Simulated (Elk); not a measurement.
## Optical conductivity and Kerr rotation of GaFe3

Aim: the polar Kerr rotation of GaFe3 from the optical conductivity tensor.

Calculated with Elk 11.2.3 (patched build); PBEsol; all-electron APW+lo, Dirac cores, scalar-relativistic bands with second-variational spin-orbit coupling.

## 1. Set-up

The structure is cubic, space group Pm-3m (No. 221). The conventional cell has a = 3.701 Å, b = 3.701 Å, c = 3.701 Å, α = 90.00°, β = 90.00°, γ = 90.00°. Nearest to Ga lie 12 Fe at 2.62 Å. Nearest to Fe lie 4 Ga at 2.62 Å and 8 Fe at 2.62 Å. Farther neighbours are not listed.

## 2. Self-consistent run

In a ferromagnet the Kerr effect comes from exchange splitting and spin–orbit coupling together. The parallel order is imposed here; no other order was tried.

In this input [001] lies along z, the axis of the moments and of the light.

The last three numbers of an atom's line are a seed field in its sphere. It points against the wanted moment and shrinks by the factor reducebf each loop.

elk.in

```
tasks
  0
  15

xctype
  22

rgkmax
  7.0

nempty
  14

swidth
  0.005

reducebf
  0.5

epsengy
  1e-05

maxscl
  100

lmaxi
  3

spinpol
  .true.

spinorb
  .true.

cmagz
  .true.

sppath
  './'

avec
  6.99387638724 0.00000000000 0.00000000000
  0.00000000000 6.99387638724 0.00000000000
  0.00000000000 0.00000000000 6.99387638724

atoms
  2
  'Ga.in'
  1
  0.0000000000 0.0000000000 0.0000000000   0.000000 0.000000 0.000000
  'Fe.in'
  3
  0.0000000000 0.5000000000 0.5000000000   0.000000 0.000000 -0.210000
  0.5000000000 0.0000000000 0.5000000000   0.000000 0.000000 -0.210000
  0.5000000000 0.5000000000 0.0000000000   0.000000 0.000000 -0.210000

ngridk
  8 8 8
```

The run is started by

```console
$ OMP_NUM_THREADS=4 elk
```

Numbers of over 12 decimals in the logs are rounded to 6 here.

What it wrote:

```text
Warning(gndstate): the lowest level lies among the core levels :   -2.941562642      -3.113968848
 is it the species file's wish, or a core state in the basis a second time?
Warning(gndstate): core states of species 1 leak from the muffin-tin :   0.7819098799E-03
Warning(chksvso): spin-orbit splittings by the second variation are low [figures from our tests cut]: local-orbitals by j (lorbdm 7 and 8, zora) mend levels alone

--- INFO.OUT ---
┌─────────────────────────┐
│ Elk code version 11.2.3 │
└─────────────────────────┘

All units are atomic (Hartree, Bohr, etc.)

┌─────────────────────────────────────────────────┐
│ Ground-state run starting from atomic densities │
└─────────────────────────────────────────────────┘

Lattice vectors :
   6.993876387       0.000000000       0.000000000
   0.000000000       6.993876387       0.000000000
   0.000000000       0.000000000       6.993876387

Species : 1 (Ga)
 parameters loaded from : Ga.in
 name : gallium
 nuclear charge    :   -31.00000000
 electronic charge :    31.00000000
 atomic mass :    127097.2539
 muffin-tin radius :    2.400000000
 number of radial points in muffin-tin :    993
 inner part over the whole radius :   0.9952882137E-02
 number on inner part of muffin-tin    :    702
 approximate nuclear radius :   0.7562051033E-04
 number of mesh points to nuclear radius :    339
 atomic positions (lattice), magnetic fields (Cartesian) :
  1 :   0.00000000  0.00000000  0.00000000    0.00000000  0.00000000  0.00000000

Species : 2 (Fe)
 parameters loaded from : Fe.in
 name : iron
 nuclear charge    :   -26.00000000
 electronic charge :    26.00000000
 atomic mass :    101799.2075
 muffin-tin radius :    2.400000000
 number of radial points in muffin-tin :    993
 inner part over the whole radius :   0.9896234358E-02
 number on inner part of muffin-tin    :    700
 approximate nuclear radius :   0.7160107270E-04
 number of mesh points to nuclear radius :    332
 atomic positions (lattice), magnetic fields (Cartesian) :
  1 :   0.00000000  0.50000000  0.50000000    0.00000000  0.00000000 -0.21000000
  2 :   0.50000000  0.00000000  0.50000000    0.00000000  0.00000000 -0.21000000
  3 :   0.50000000  0.50000000  0.00000000    0.00000000  0.00000000 -0.21000000

Total number of atoms per unit cell :    4
Total muffin-tin volume :    231.6233432
 ratio of muffin-tin to unit cell volume :   0.6770620461

Spin treatment :
 spin-polarised
 spin-orbit coupling
 global magnetic field (Cartesian) :    0.000000000       0.000000000       0.000000000
 collinear magnetisation in z-direction

Number of Bravais lattice symmetries :   48
Number of crystal symmetries         :    8
Crystal has inversion symmetry
Real symmetric eigensolver will be used

k-point grid :      8     8     8
k-point offset :    0.000000000       0.000000000       0.000000000
k-point set is reduced with full crystal symmetry group
Total number of k-points :       90

Muffin-tin radius times maximum |G+k| :    7.000000000
 using average radius
Maximum |G+k| for APW functions       :    2.916666667
Maximum (1/2)|G+k|²                   :    4.253472222
Maximum |G| for potential and density :    12.00000000
Constant for pseudocharge density :    7
 order of it for each species :   14  14
 order of it for pair densities of each species (exact exchange by exxq0 0: 14) :   10  10
Radial integration step length :    1

G-vector grid sizes :     27    27    27
Number of G-vectors :     9939

Maximum angular momentum used for
 APW functions            :    8
 outer part of muffin-tin :    6
 inner part of muffin-tin :    3

Number of empty states         :     56
Total number of valence states :    174
Total number of core states    :     48

Third-order local-orbitals added for an l without core states : T
Total number of local-orbitals :     88

Exchange-correlation functional :     22     0     0
 PBEsol, Phys. Rev. Lett. 100, 136406 (2008)
 gradient requirement :    1
 generalised gradient approximation (GGA)

Smearing type :    3
 Fermi-Dirac
Smearing width :   0.5000000000E-02
Effective electronic temperature (K) :    1578.875124

Mixing type :    3
 Broyden mixing, J. Phys. A: Math. Gen. 17, L317 (1984)

Kohn-Sham potential initialised from atomic data

┌──────────────────────────────┐
│ Self-consistent loop started │
└──────────────────────────────┘

┌─────────────────┐
│ Loop number : 1 │
└─────────────────┘

Energies :
 Fermi                       :     0.182391
 sum of occupied eigenvalues :     -3329.7237736224
 electron kinetic            :      5842.1397399546
 core electron kinetic       :      5290.7014115352
 Coulomb                     :     -11361.889377114
 Coulomb potential           :     -8856.3134896747
 nuclear-nuclear             :     -976.60173457341
 electron-nuclear            :     -11950.644780354
 Hartree                     :      1565.3571378132
 Madelung                    :     -6933.7326322770
 xc potential                :     -315.16798724716
 xc effective B-field        :    -0.362142
 external B-field            :      0.000000
 exchange                    :     -232.38906434996
 correlation                 :     -5.848413
 electron entropic           :    -0.58247673087474E-02
 total energy                :     -5757.9929388588
 (external B-field energy excluded from total)

Density of states at Fermi energy :    65.01516112
 (states/Hartree/unit cell)

Estimated indirect band gap :   0.7317591653E-03
 from k-point 37 to k-point 58
Estimated direct band gap   :   0.8227866799E-02
 at k-point 24

Charges :
 core                        :    48.00000000
 valence                     :    61.00000000
 interstitial                :    3.872968327
 muffin-tins (core leakage)
  species : 1 (Ga)
   atom 1                    :    29.68811546     (  0.8545682884E-03)
  species : 2 (Fe)
   atom 1                    :    25.14607940     ( -0.2258117817E-06)
   atom 2                    :    25.14607940     ( -0.2258117817E-06)
   atom 3                    :    25.14675741     ( -0.2258117817E-06)
 total in muffin-tins        :    105.1270317
 total calculated charge     :    108.9983711
 total charge                :    109.0000000
 error                       :   0.1628915666E-02

Moments :
 interstitial                :  -0.6688301821E-01
 muffin-tins
  species : 1 (Ga)
   atom 1                    :  -0.9882354430E-01
  species : 2 (Fe)
   atom 1                    :    2.447801713
   atom 2                    :    2.447801713
   atom 3                    :    2.447590457
 total in muffin-tins        :    7.244370339
 total moment                :    7.177487320

[... earlier loops left out ...]

┌──────────────────┐
│ Loop number : 22 │
└──────────────────┘

Energies :
 Fermi                       :     0.291357
 sum of occupied eigenvalues :     -3321.1218778062
 electron kinetic            :      5846.7632707623
 core electron kinetic       :      5291.3570289441
 Coulomb                     :     -11365.854236876
 Coulomb potential           :     -8855.3972890474
 nuclear-nuclear             :     -976.60173457341
 electron-nuclear            :     -11959.347850735
 Hartree                     :      1570.0953484328
 Madelung                    :     -6938.1555923520
 xc potential                :     -312.13463949143
 xc effective B-field        :    -0.353221
 external B-field            :      0.000000
 exchange                    :     -232.64299399542
 correlation                 :     -5.851117
 electron entropic           :    -0.56733558515455E-02
 total energy                :     -5757.5907507746
 (external B-field energy excluded from total)

Density of states at Fermi energy :    62.30641219
 (states/Hartree/unit cell)

Estimated indirect band gap :   0.1951106830E-03
 from k-point 6 to k-point 23
Estimated direct band gap   :   0.5983565954E-02
 at k-point 88

Charges :
 core                        :    48.00000000
 valence                     :    61.00000000
 interstitial                :    3.849350873
 muffin-tins (core leakage)
  species : 1 (Ga)
   atom 1                    :    29.90223980     (  0.7819098799E-03)
  species : 2 (Fe)
   atom 1                    :    25.08276137     ( -0.2258119327E-06)
   atom 2                    :    25.08276137     ( -0.2258119327E-06)
   atom 3                    :    25.08288659     ( -0.2258117142E-06)
 total in muffin-tins        :    105.1506491
 total calculated charge     :    108.9984646
 total charge                :    109.0000000
 error                       :   0.1535406381E-02

Moments :
 interstitial                :  -0.8398821396E-01
 muffin-tins
  species : 1 (Ga)
   atom 1                    :  -0.1257637232
  species : 2 (Fe)
   atom 1                    :    2.402776137
   atom 2                    :    2.402776137
   atom 3                    :    2.402331169
 total in muffin-tins        :    7.082119720
 total moment                :    6.998131506

┌──────────────────────────────┐
│ Self-consistent loop stopped │
└──────────────────────────────┘

Warning : the lowest level lies among the core levels :   -2.941562642      -3.113968848

Warning : core states of species 1 leak from the muffin-tin :   0.7819098799E-03

Wrote STATE.OUT
```

Elapsed: 12 min, on 4 threads of Arm Neoverse V1, shared host; peak memory 0.46 GiB; 48 min of CPU time.

Spin moment in the muffin-tin sphere by atom:

```csv
atom,spin moment in the muffin-tin sphere (μB)
Ga1,-0.13
Fe2,2.40
Fe3,2.40
Fe4,2.40
```

Numbers from this step:

- density of states at the Fermi level: 2.290 states/eV/cell
- moment between the spheres: -0.08399 μB
- magnetization: 6.998 μB
- final state: ferromagnetic

After 22 cycles the largest moment stands at 2.40 μB.

Orbital moment <L> in the sphere by atom:

```csv
atom,x (μB),y (μB),z (μB),size
Ga1,0.0000,0.0000,-0.0006,0.0006
Fe2,0.0000,0.0000,0.0624,0.0624
Fe3,0.0000,0.0000,0.0624,0.0624
Fe4,0.0000,0.0000,0.0604,0.0604
```

## 3. States and momentum matrix elements on a finer mesh

Optical spectra need more k points than the density, so the states are solved once on a finer mesh in the saved potential.

elk.in

```
tasks
  1
  120

xctype
  22

rgkmax
  7.0

nempty
  14

swidth
  0.005

reducebf
  0.5

epsengy
  1e-05

maxscl
  1

lmaxi
  3

spinpol
  .true.

spinorb
  .true.

cmagz
  .true.

sppath
  './'

avec
  6.99387638724 0.00000000000 0.00000000000
  0.00000000000 6.99387638724 0.00000000000
  0.00000000000 0.00000000000 6.99387638724

atoms
  2
  'Ga.in'
  1
  0.0000000000 0.0000000000 0.0000000000   0.000000 0.000000 0.000000
  'Fe.in'
  3
  0.0000000000 0.5000000000 0.5000000000   0.000000 0.000000 -0.000210
  0.5000000000 0.0000000000 0.5000000000   0.000000 0.000000 -0.000210
  0.5000000000 0.5000000000 0.0000000000   0.000000 0.000000 -0.000210

ngridk
  11 11 11
```

The run is started by

```console
$ OMP_NUM_THREADS=4 elk
```

What it wrote:

```text
Warning(gndstate): the lowest level lies among the core levels :   -2.941562630      -3.113968858
 is it the species file's wish, or a core state in the basis a second time?
Warning(gndstate): core states of species 1 leak from the muffin-tin :   0.7819098745E-03
Warning(chksvso): spin-orbit splittings by the second variation are low [figures from our tests cut]: local-orbitals by j (lorbdm 7 and 8, zora) mend levels alone

--- INFO.OUT ---
┌─────────────────────────┐
│ Elk code version 11.2.3 │
└─────────────────────────┘

All units are atomic (Hartree, Bohr, etc.)

┌──────────────────────────────────────────┐
│ Ground-state run resuming from STATE.OUT │
└──────────────────────────────────────────┘

Lattice vectors :
   6.993876387       0.000000000       0.000000000
   0.000000000       6.993876387       0.000000000
   0.000000000       0.000000000       6.993876387

Species : 1 (Ga)
 muffin-tin radius :    2.400000000
 atomic positions (lattice), magnetic fields (Cartesian) :
  1 :   0.00000000  0.00000000  0.00000000    0.00000000  0.00000000  0.00000000

Species : 2 (Fe)
 muffin-tin radius :    2.400000000
 atomic positions (lattice), magnetic fields (Cartesian) :
  1 :   0.00000000  0.50000000  0.50000000    0.00000000  0.00000000  0.00000000
  2 :   0.50000000  0.00000000  0.50000000    0.00000000  0.00000000  0.00000000
  3 :   0.50000000  0.50000000  0.00000000    0.00000000  0.00000000  0.00000000

Total number of atoms per unit cell :    4
Total muffin-tin volume :    231.6233432
 ratio of muffin-tin to unit cell volume :   0.6770620461

Spin treatment :
 spin-polarised
 spin-orbit coupling
 global magnetic field (Cartesian) :    0.000000000       0.000000000       0.000000000
 collinear magnetisation in z-direction

[...]
electron-nuclear            :     -11959.351271825
 Hartree                     :      1570.0982104721
 Madelung                    :     -6938.1668795053
 xc potential                :     -312.15599266807
 xc effective B-field        :    -0.353204
 external B-field            :      0.000000
 exchange                    :     -232.64316330414
 correlation                 :     -5.851118
 electron entropic           :    -0.56284176260364E-02
 total energy                :     -5757.5919157532
 (external B-field energy excluded from total)

Density of states at Fermi energy :    61.39508396
 (states/Hartree/unit cell)

Estimated indirect band gap :   0.1127532175E-02
 from k-point 28 to k-point 32
Estimated direct band gap   :   0.4225069818E-02
 at k-point 19

Charges :
 core                        :    48.00000000
 valence                     :    61.00000000
 interstitial                :    3.848613800
 muffin-tins (core leakage)
  species : 1 (Ga)
   atom 1                    :    29.90209304     (  0.7819098745E-03)
  species : 2 (Fe)
   atom 1                    :    25.08306027     ( -0.2258118244E-06)
   atom 2                    :    25.08306027     ( -0.2258118244E-06)
   atom 3                    :    25.08317261     ( -0.2258116112E-06)
 total in muffin-tins        :    105.1513862
 total calculated charge     :    108.9984694
 total charge                :    109.0000000
 error                       :   0.1530628008E-02

Moments :
 interstitial                :  -0.8429124890E-01
 muffin-tins
  species : 1 (Ga)
   atom 1                    :  -0.1258375794
  species : 2 (Fe)
   atom 1                    :    2.402702990
   atom 2                    :    2.402702990
   atom 3                    :    2.402276881
 total in muffin-tins        :    7.081845282
 total moment                :    6.997554033

┌──────────────────────────────┐
│ Self-consistent loop stopped │
└──────────────────────────────┘

Warning : the lowest level lies among the core levels :   -2.941562630      -3.113968858

Warning : core states of species 1 leak from the muffin-tin :   0.7819098745E-03
```

Run time: 2.3 min. Hardware: 4 threads; peak memory 0.74 GiB; 9.2 min of CPU time.

This step gave:

| Property | Result |
| --- | --- |
| magnetization | 6.998 μB |
| largest moment | 2.403 μB |

## 4. Optics with a broadening of 0.20 eV

The broadening stands for the lifetime of the excited states; it lowers and widens the peaks.

elk.in: that of step 3 with these lines changed.

```diff
@@ -1,4 +1,4 @@
 tasks
-  1
-  120
+  121
+  122
 
@@ -14,3 +14,3 @@
 swidth
-  0.005
+  0.0075
 
@@ -23,3 +23,3 @@
 maxscl
-  1
+  100
 
@@ -35,2 +35,5 @@
 cmagz
+  .true.
+
+intraband
   .true.
@@ -58 +61,10 @@
   11 11 11
+
+wplot
+  240 100 0
+  0.00000 0.30000
+
+optcomp
+  1 1
+  1 2
+  3 3
```

The run is started by

```console
$ OMP_NUM_THREADS=4 elk
```

What it wrote:

```text
┌─────────────────────────────────┐
│ Elk code version 11.2.3 started │
└─────────────────────────────────┘

Info(readinput): the functional depends on the density's gradient
 muffin-tin radial points multiplied by    2.00000
 (not where nrmtscf is given)

┌────────────────────┐
│ Current task : 121 │
└────────────────────┘

Info(dielectric):
 dielectric tensor written to EPSILON_ij.OUT
 optical conductivity written to SIGMA_ij.OUT
 plasma frequency written to PLASMA_ij.OUT
 for components
  i = 1, j = 1
  i = 1, j = 2
  i = 3, j = 3

┌────────────────────┐
│ Current task : 122 │
└────────────────────┘

Warning(chksvso): spin-orbit splittings by the second variation are low [figures from our tests cut]: local-orbitals by j (lorbdm 7 and 8, zora) mend levels alone

Info(dielectric):
 dielectric tensor written to EPSILON_ij.OUT
 optical conductivity written to SIGMA_ij.OUT
 plasma frequency written to PLASMA_ij.OUT
 for components
  i = 1, j = 1
  i = 1, j = 2

Info(moke):
 complex Kerr angle in degrees written to KERR.OUT

┌──────────────────┐
│ Elk code stopped │
└──────────────────┘
```

Wall time 98 s (4 threads); peak memory 0.05 GiB.

[end of part 1 of 2]

[Logs and program files are shortened in this print: banners, set-up blocks, solver, clock and traceback lines can be left out without a mark of their own.]

[Logs are printed without paths, hosts, clocks, repeated set-up lines and the standing remarks that a program may print on its own settings, such as how far it seeks lower states.]

[Hosts, paths, dates, database ids (printed as entryN), source tags and the programs' standing remarks are cut or masked in the printed files.]

[Where a cell is said to come from a database of computed structures, the database is the Materials Project.]
